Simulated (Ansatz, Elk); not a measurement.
# LiZn4As3: X-ray structure factors from the self-consistent density

The structure of LiZn4As3 used here is made up (a known structure type with other elements) and was relaxed beforehand with PBE. The aim is the Fourier transform of its all-electron density, F(hkl), set beside the sum over free spherical atoms that refinements use.

Program: Elk 11.2.3 (patched build). Level of theory: DFT, PBE, all-electron APW+lo, Dirac cores, scalar-relativistic bands, static density, no spin. Results are calculated unless marked as measured.

The structure was built from a prototype and need not be the compound's stable phase.

## (1) Starting point

Symmetry: R-3m, No. 166, trigonal system. Conventional cell: a = 4.158 Å, b = 4.158 Å, c = 31.332 Å, α = 90.00°, β = 90.00°, γ = 120.00°. As has 6 Zn at 2.64 Å nearest. As has 4 Zn at 2.47 to 2.48 Å and 3 Li at 2.91 Å nearest. Nearest to Zn lie 4 As at 2.48 to 2.64 Å. Zn has 3 As at 2.47 Å nearest. Nearest to Li lie 6 As at 2.91 Å. Farther neighbours are not listed.

## (2) Ground state and structure factors

An all-electron density is needed, since X-rays see the cores too. Task 0 finds the density and task 195 Fourier-transforms it; tshift is off so that phases refer to the origin typed.

The input, elk.in:

```
tasks
  0
  195

xctype
  20

spinpol
  .false.

rgkmax
  7.0

gmaxvr
  14.0

lmaxo
  7

lmaxapw
  8

swidth
  0.002

tshift
  .false.

ramdisk
  .false.

hmaxvr
  5.5

maxscl
  120

epspot
  1e-06

sppath
  './'

avec
  3.92907928955 2.26845498517 19.73604219372
  -3.92907928955 2.26845498517 19.73604219372
  0.00000000000 -4.53690997130 19.73604219361

atoms
  3
  'As.in'
  3
  -0.0000000000 -0.0000000000 -0.0000000000   0.000000 0.000000 0.000000
  0.7808339942 0.7808339942 0.7808339942   0.000000 0.000000 0.000000
  0.2191660058 0.2191660058 0.2191660058   0.000000 0.000000 0.000000
  'Zn.in'
  4
  0.7015719966 0.7015719966 0.7015719966   0.000000 0.000000 0.000000
  0.2984280034 0.2984280034 0.2984280034   0.000000 0.000000 0.000000
  0.9037864646 0.9037864646 0.9037864646   0.000000 0.000000 0.000000
  0.0962135354 0.0962135354 0.0962135354   0.000000 0.000000 0.000000
  'Li.in'
  1
  0.5000000000 0.5000000000 0.5000000000   0.000000 0.000000 0.000000

ngridk
  6 6 6
```

The run is started by

```console
$ OMP_NUM_THREADS=4 elk
```

Numbers of over 12 decimals in the logs are rounded to 6 here.

Log:

```text
┌─────────────────────────┐
│ Elk code version 11.2.3 │
└─────────────────────────┘

All units are atomic (Hartree, Bohr, etc.)

┌─────────────────────────────────────────────────┐
│ Ground-state run starting from atomic densities │
└─────────────────────────────────────────────────┘

Lattice vectors :
   3.929079290       2.268454985       19.73604219
  -3.929079290       2.268454985       19.73604219
   0.000000000      -4.536909971       19.73604219

Reciprocal lattice vectors :
  0.7995747660      0.4616347064      0.1061203195
 -0.7995747660      0.4616347064      0.1061203195
  0.5989921402E-18 -0.9232694128      0.1061203194

Unit cell volume      :    1055.436901
Brillouin zone volume :   0.2350213578

Muffin-tin inner radius fraction :   0.1000000000E-01

Nuclei treated as point charges

Species : 1 (As)
 parameters loaded from : As.in
 name : arsenic
 nuclear charge    :   -33.00000000
 electronic charge :    33.00000000
 atomic mass :    136573.7220
 muffin-tin radius :    2.304889653
 number of radial points in muffin-tin :    993
 inner part over the whole radius :   0.9979702333E-02
 number on inner part of muffin-tin    :    702
 approximate nuclear radius :   0.7712558785E-04
 number of mesh points to nuclear radius :    342
 atomic positions (lattice), magnetic fields (Cartesian) :
  1 :   0.00000000  0.00000000  0.00000000    0.00000000  0.00000000  0.00000000
  2 :  -0.21916601 -0.21916601 -0.21916601    0.00000000  0.00000000  0.00000000
  3 :   0.21916601  0.21916601  0.21916601    0.00000000  0.00000000  0.00000000

Species : 2 (Zn)
 parameters loaded from : Zn.in
 name : zinc
 nuclear charge    :   -30.00000000
 electronic charge :    30.00000000
 atomic mass :    119233.3130
 muffin-tin radius :    2.304889653
 number of radial points in muffin-tin :    993
 inner part over the whole radius :   0.9961706823E-02
 number on inner part of muffin-tin    :    701
 approximate nuclear radius :   0.7484757725E-04
 number of mesh points to nuclear radius :    338
 atomic positions (lattice), magnetic fields (Cartesian) :
  1 :  -0.29842800 -0.29842800 -0.29842800    0.00000000  0.00000000  0.00000000
  2 :   0.29842800  0.29842800  0.29842800    0.00000000  0.00000000  0.00000000
  3 :  -0.09621354 -0.09621354 -0.09621354    0.00000000  0.00000000  0.00000000
  4 :   0.09621354  0.09621354  0.09621354    0.00000000  0.00000000  0.00000000

Species : 3 (Li)
 parameters loaded from : Li.in
 name : lithium
 nuclear charge    :   -3.000000000
 electronic charge :    3.000000000
 atomic mass :    12652.66898
 muffin-tin radius :    1.800000000
 number of radial points in muffin-tin :    593
 inner part over the whole radius :   0.9806707936E-02
 number on inner part of muffin-tin    :    401
 approximate nuclear radius :   0.4000070961E-04
 number of mesh points to nuclear radius :    148
 atomic positions (lattice), magnetic fields (Cartesian) :
  1 :   0.50000000  0.50000000  0.50000000    0.00000000  0.00000000  0.00000000

Total number of atoms per unit cell :    8
Total muffin-tin volume :    383.4642537
 ratio of muffin-tin to unit cell volume :   0.3633227657

Spin treatment :
 spin-unpolarised

Number of Bravais lattice symmetries :   12
Number of crystal symmetries         :   12
Crystal has inversion symmetry
Real symmetric eigensolver will be used

k-point grid :      6     6     6
k-point offset :    0.000000000       0.000000000       0.000000000
k-point set is reduced with full crystal symmetry group
Total number of k-points :       32

Muffin-tin radius times maximum |G+k| :    7.000000000
 using average radius
Maximum |G+k| for APW functions       :    3.122520876
Maximum (1/2)|G+k|²                   :    4.875068311
Maximum |G| for potential and density :    14.00000000
Constant for pseudocharge density :    8
 order of it for each species :   15  15  15
 order of it for pair densities of each species (exact exchange by exxq0 0: 16) :   10  10   5
Radial integration step length :    1

[...]
(states/Hartree/unit cell)

Estimated indirect band gap :   0.2127770064E-01
 from k-point 1 to k-point 32
Estimated direct band gap   :   0.2307952569E-01
 at k-point 32

Charges :
 core                        :    102.0000000
 valence                     :    120.0000000
 interstitial                :    11.42145318
 muffin-tins (core leakage)
  species : 1 (As)
[...]
species : 2 (Zn)
[...]
species : 3 (Li)
   atom 1                    :    2.094184327     (   0.000000000    )
 total in muffin-tins        :    210.5785468
 total calculated charge     :    221.9987222
 total charge                :    222.0000000
 error                       :   0.1277785973E-02

RMS change in Kohn-Sham potential (target) :    4.212164137     (  0.1000000000E-05)
Absolute change in total energy (target)   :    6.872353064     (  0.1000000000E-03)

[... loops 3 to 18 left out ...]

┌──────────────────┐
│ Loop number : 19 │
└──────────────────┘

Energies :
 Fermi                       :     0.178222
 sum of occupied eigenvalues :     -8040.1012874061
 electron kinetic            :      14259.437251568
 core electron kinetic       :      12853.002099473
 Coulomb                     :     -27694.563977933
 Coulomb potential           :     -21597.038757725
 nuclear-nuclear             :     -1701.8935748058
 electron-nuclear            :     -30427.656446278
 Hartree                     :      4434.9860431514
 Madelung                    :     -16896.044599071
 xc potential                :     -702.49978124979
 exchange                    :     -529.46476515267
 correlation                 :     -10.727996244027
 electron entropic           :    -0.24545458965381E-03
 total energy                :     -13975.319733216

Density of states at Fermi energy :    18.13602990
 (states/Hartree/unit cell)

Estimated indirect band gap :   0.1384073839E-02
 from k-point 1 to k-point 4
Estimated direct band gap   :   0.3147511998E-02
 at k-point 1

Charges :
 core                        :    102.0000000
 valence                     :    120.0000000
 interstitial                :    11.27105609
 muffin-tins (core leakage)
  species : 1 (As)
[...]
species : 2 (Zn)
[...]
species : 3 (Li)
   atom 1                    :    2.085012336     (   0.000000000    )
 total in muffin-tins        :    210.7289439
 total calculated charge     :    221.9988065
 total charge                :    222.0000000
 error                       :   0.1193459318E-02

RMS change in Kohn-Sham potential (target) :   0.4592149867E-06 (  0.1000000000E-05)
Absolute change in total energy (target)   :   0.4378282028E-05 (  0.1000000000E-03)

Convergence targets achieved

┌──────────────────┐
│ Loop number : 20 │
└──────────────────┘

Energies :
 Fermi                       :     0.178222
 sum of occupied eigenvalues :     -8040.1012875005
 electron kinetic            :      14259.437253302
 core electron kinetic       :      12853.002098381
 Coulomb                     :     -27694.563980613
 Coulomb potential           :     -21597.038763438
 nuclear-nuclear             :     -1701.8935748058
 electron-nuclear            :     -30427.656445919
 Hartree                     :      4434.9860401120
 Madelung                    :     -16896.044598894
 xc potential                :     -702.49977736534
 exchange                    :     -529.46476540191
 correlation                 :     -10.727996242466
 electron entropic           :    -0.24545359341944E-03
 total energy                :     -13975.319734408

Density of states at Fermi energy :    18.13594229
 (states/Hartree/unit cell)

Estimated indirect band gap :   0.1384108209E-02
 from k-point 1 to k-point 4
Estimated direct band gap   :   0.3147567525E-02
 at k-point 1

Charges :
 core                        :    102.0000000
 valence                     :    120.0000000
 interstitial                :    11.27105601
 muffin-tins (core leakage)
  species : 1 (As)
[...]
species : 2 (Zn)
[...]
atom 2                    :    28.66883492     (  0.1416750735E-03)
   atom 3                    :    28.72483808     (  0.1420563051E-03)
   atom 4                    :    28.72483808     (  0.1420563051E-03)
  species : 3 (Li)
   atom 1                    :    2.085012349     (   0.000000000    )
 total in muffin-tins        :    210.7289440
 total calculated charge     :    221.9988065
 total charge                :    222.0000000
 error                       :   0.1193459333E-02

┌──────────────────────────────┐
│ Self-consistent loop stopped │
└──────────────────────────────┘

Warning : core states of species 1 leak from the muffin-tin :   0.2554574867E-03

Warning : core states of species 2 leak from the muffin-tin :   0.1420563051E-03

Wrote STATE.OUT
```

Wall time 1.9 min (4 threads of AMD EPYC 7R13 (Zen 3), shared host); peak memory 0.55 GiB.

SFACRHO.OUT:

```text

h k l indices transformed by vhmat matrix:
   1.000000000       0.000000000       0.000000000    
   0.000000000       1.000000000       0.000000000    
   0.000000000       0.000000000       1.000000000    

      h      k      l  multipl.   |H|            Re(F)            Im(F)           |F|

      0      0      0      1   0.0000000       222.00000      0.99083973E-16   222.00000    
     -1     -1     -1      2  0.31836096       26.448521      0.28388115E-14   26.448521    
      2      2      2      2  0.63672192      -26.870091     -0.15883133E-14   26.870091    
      0      1      0      6  0.92934812       65.780785      0.10090450E-14   65.780785    
      1      1      0      6  0.94735025      -47.186692     -0.19565651E-14   47.186692    
      3      3      3      2  0.95508288       97.896782      0.22971859E-14   97.896782    
      1      1      2      6   1.0161746       49.880543     -0.40664425E-14   49.880543    
     -2     -1     -2      6   1.0648777      -29.898179      0.17151263E-14   29.898179    
     -2     -3     -2      6   1.1850067      -8.4777351     -0.17338195E-14   8.4777351    
      3      3      2      6   1.2542583      -1.5665658     -0.76939020E-14   1.5665658    
      4      4      4      2   1.2734438      -23.176320     -0.29085448E-14   23.176320    
     -3     -3     -4      6   1.4066196       139.19188     -0.32613251E-14   139.19188    
      3      4      4      6   1.4883113       14.725244     -0.29863125E-14   14.725244    
      5      5      5      2   1.5918048      -75.825590      0.19942797E-13   75.825590    
      0      1     -1      6   1.5991495       166.02790     -0.30526494E-15   166.02790    
      0     -1     -2     12   1.6305315       20.772272     -0.80824875E-14   20.772272    
      4      4      5      6   1.6600071       83.174333      0.84047279E-14   83.174333    
     -2     -1     -3     12   1.7212478      -21.290088      0.13669348E-14   21.290088
```

Elk indexes on the primitive cell of elk.in and gives |H| = 4π sin θ/λ in inverse bohr. Below, one row stands for each form hkl of the conventional cell (m members, Friedel mates merged), F is for one primitive cell and the density is static (no thermal factor). Free-atom factors are Waasmaier and Kirfel's, and R is Σm||F|−|F'||/Σm|F|.

| hkl | m | sin θ/λ (Å⁻¹) | abs F, DFT | neutral atoms | diff. |
| --- | --- | --- | --- | --- | --- |
| 003 | 2 | 0.048 | 26.448 | 26.547 | -0.099 |
| 006 | 2 | 0.096 | 26.870 | 26.947 | -0.077 |
| 101 | 6 | 0.140 | 65.781 | 65.591 | +0.190 |
| 012 | 6 | 0.142 | 47.187 | 47.078 | +0.109 |
| 009 | 2 | 0.144 | 97.897 | 97.363 | +0.534 |
| 104 | 6 | 0.153 | 49.880 | 49.358 | +0.522 |
| 015 | 6 | 0.160 | 29.898 | 30.613 | -0.715 |
| 107 | 6 | 0.178 | 8.478 | 8.336 | +0.141 |
| 018 | 6 | 0.189 | 1.567 | 1.875 | -0.308 |
| 0 0 12 | 2 | 0.192 | 23.176 | 23.212 | -0.035 |
| 1 0 10 | 6 | 0.211 | 139.192 | 139.849 | -0.657 |
| 0 1 11 | 6 | 0.224 | 14.725 | 14.904 | -0.179 |
| 0 0 15 | 2 | 0.239 | 75.826 | 76.521 | -0.695 |
| 110 | 6 | 0.240 | 166.028 | 167.123 | -1.095 |

## (3) The highest occupied states alone

An energy window below the Fermi level keeps the highest occupied states, to see at which angles they scatter; shallow core shells can lie inside it and anion s states outside. No new self-consistency is needed.

Edit elk.in of step 2 so:

```diff
@@ -1,3 +1,2 @@
 tasks
-  0
   195
@@ -40,2 +39,5 @@
 
+wsfac
+  -0.262770 0.478220
+
 sppath
```

The run is started by

```console
$ OMP_NUM_THREADS=4 elk
```

Log:

```text
┌─────────────────────────────────┐
│ Elk code version 11.2.3 started │
└─────────────────────────────────┘

Info(readinput): the functional depends on the density's gradient
 muffin-tin radial points multiplied by    2.00000
 (not where nrmtscf is given)

┌────────────────────┐
│ Current task : 195 │
└────────────────────┘
Info(checkmt): changed muffin-tin radius of species 1 (As) from   2.4000 to   2.3049
Info(checkmt): changed muffin-tin radius of species 2 (Zn) from   2.4000 to   2.3049

Info(sfacrho): density structure factors written to SFACRHO.OUT

 Energy window :  -0.2627700000      0.4782200000

┌──────────────────┐
│ Elk code stopped │
└──────────────────┘
```

Elapsed: 16 s, on 4 threads; peak memory 0.33 GiB; 21 s of CPU time.

States within 12 eV below the Fermi level hold 63.61 electrons; any levels below the window count with the cores, and a count that is not whole means the window cuts a band. Their amplitudes can exceed the total, where window and core parts have opposite phase:

| hkl | sin θ/λ (Å⁻¹) | abs F, window | abs F, all |
| --- | --- | --- | --- |
| 003 | 0.048 | 11.242 | 26.448 |
| 006 | 0.096 | 12.196 | 26.870 |
| 101 | 0.140 | 12.523 | 65.781 |
| 012 | 0.142 | 10.305 | 47.187 |
| 009 | 0.144 | 11.186 | 97.897 |
| 104 | 0.153 | 2.415 | 49.880 |
| 015 | 0.160 | 29.660 | 29.898 |
| 107 | 0.178 | 4.994 | 8.478 |
| 018 | 0.189 | 8.789 | 1.567 |
| 0 0 12 | 0.192 | 5.250 | 23.176 |

## (4) Another functional

The difference from free atoms is small, so it is set against the change that PBEsol makes.

Edit elk.in of step 3 so:

```diff
@@ -1,2 +1,3 @@
 tasks
+  0
   195
@@ -4,3 +5,3 @@
 xctype
-  20
+  22
 
@@ -39,5 +40,2 @@
 
-wsfac
-  -0.262770 0.478220
-
 sppath
```

The run is started by

```console
$ OMP_NUM_THREADS=4 elk
```

Log:

```text
┌─────────────────────────┐
│ Elk code version 11.2.3 │
└─────────────────────────┘

All units are atomic (Hartree, Bohr, etc.)

┌─────────────────────────────────────────────────┐
│ Ground-state run starting from atomic densities │
└─────────────────────────────────────────────────┘

Lattice vectors :
   3.929079290       2.268454985       19.73604219
  -3.929079290       2.268454985       19.73604219
   0.000000000      -4.536909971       19.73604219

Reciprocal lattice vectors :
  0.7995747660      0.4616347064      0.1061203195
[...]
atom 4                    :    28.72525364     (  0.1448314607E-03)
  species : 3 (Li)
   atom 1                    :    2.083693310     (   0.000000000    )
 total in muffin-tins        :    210.7063796
 total calculated charge     :    221.9987903
 total charge                :    222.0000000
 error                       :   0.1209684523E-02

┌──────────────────────────────┐
│ Self-consistent loop stopped │
└──────────────────────────────┘

Warning : core states of species 1 leak from the muffin-tin :   0.2584150173E-03

Warning : core states of species 2 leak from the muffin-tin :   0.1448314607E-03

Wrote STATE.OUT
[key lines of the parts left out:]
total energy                :     -13964.890973458
```

Elapsed: 1.9 min, on 4 threads; peak memory 0.52 GiB.

Against the first run R = 0.03 %; the largest change is -0.050 at 300.

## (5) A coarser k-mesh

About half the k-points along each axis test the sampling.

Edit elk.in of step 4 so:

```diff
@@ -5,3 +5,3 @@
 xctype
-  22
+  20
 
@@ -66,2 +66,2 @@
 ngridk
-  6 6 6
+  3 3 3
```

The run is started by

```console
$ OMP_NUM_THREADS=4 elk
```

Log:

```text
┌─────────────────────────┐
│ Elk code version 11.2.3 │
└─────────────────────────┘

All units are atomic (Hartree, Bohr, etc.)

┌─────────────────────────────────────────────────┐
│ Ground-state run starting from atomic densities │
└─────────────────────────────────────────────────┘

Lattice vectors :
   3.929079290       2.268454985       19.73604219
  -3.929079290       2.268454985       19.73604219
   0.000000000      -4.536909971       19.73604219

Reciprocal lattice vectors :
  0.7995747660      0.4616347064      0.1061203195
[...]
atom 4                    :    28.71360366     (  0.1420126141E-03)
  species : 3 (Li)
   atom 1                    :    2.082707751     (   0.000000000    )
 total in muffin-tins        :    210.7500935
 total calculated charge     :    221.9988743
 total charge                :    222.0000000
 error                       :   0.1125745686E-02

┌──────────────────────────────┐
│ Self-consistent loop stopped │
└──────────────────────────────┘

Warning : core states of species 1 leak from the muffin-tin :   0.2558148303E-03

Warning : core states of species 2 leak from the muffin-tin :   0.1420126141E-03

Wrote STATE.OUT
[key lines of the parts left out:]
total energy                :     -13975.285213342
```

Wall time 67 s (4 threads); peak memory 0.55 GiB.

Against the first run R = 0.02 %; the largest change is -0.080 at 110.

## (6) Settings against the effect

| run | R against the first run (%) | R against neutral atoms, low angle (%) | wall time |
| --- | --- | --- | --- |
| PBE, rgkmax 7 | 0.00 | 0.74 | 1.9 min |
| PBEsol | 0.03 | 0.75 | 1.9 min |
| k-mesh 3×3×3 | 0.02 | 0.76 | 67 s |

## (7) What came out

* R against neutral atoms, sin θ/λ < 0.3 Å⁻¹: 0.74 %
* R against neutral atoms, 0.3 to 0.61 Å⁻¹: 0.22 %

What this shows: Independent neutral atoms miss the calculated amplitudes by R = 0.74 % below 0.3 Å⁻¹ and 0.22 % from there to 0.61 Å⁻¹; by shells, 0.33 % below 0.15 Å⁻¹ (5 forms), 0.80 % 0.15 to 0.3 (21 forms), 0.31 % 0.3 to 0.45 (42 forms), 0.16 % above 0.45 (81 forms). Bonding, aspherical density and the tables' own atoms all enter these figures, and the runs don't part them. The largest change of an amplitude is -1.09 electrons, at 110. Weak lines can change much in proportion: 018 goes from 1.87 to 1.57. The window's part falls from 63.6 electrons at the origin to at most 11.04 between 0.45 and 0.61 Å⁻¹, where compact states inside the window still scatter. Below 0.3 Å⁻¹ the changes that finished (PBEsol and k-mesh 3×3×3) move F by R = 0.06 % at most, against the 0.74 % that separates it from free atoms. The basis has no finished test. Part of the difference isn't bonding: the tables are fits to free atoms and ions calculated by other methods than this functional. Thermal motion, anomalous dispersion and extinction are left out.

[Logs are printed without paths, hosts, clocks, repeated set-up lines and the standing remarks that a program may print on its own settings, such as how far it seeks lower states.]

[Hosts, paths, dates, database ids (printed as entryN), source tags and the programs' standing remarks are cut or masked in the printed files.]
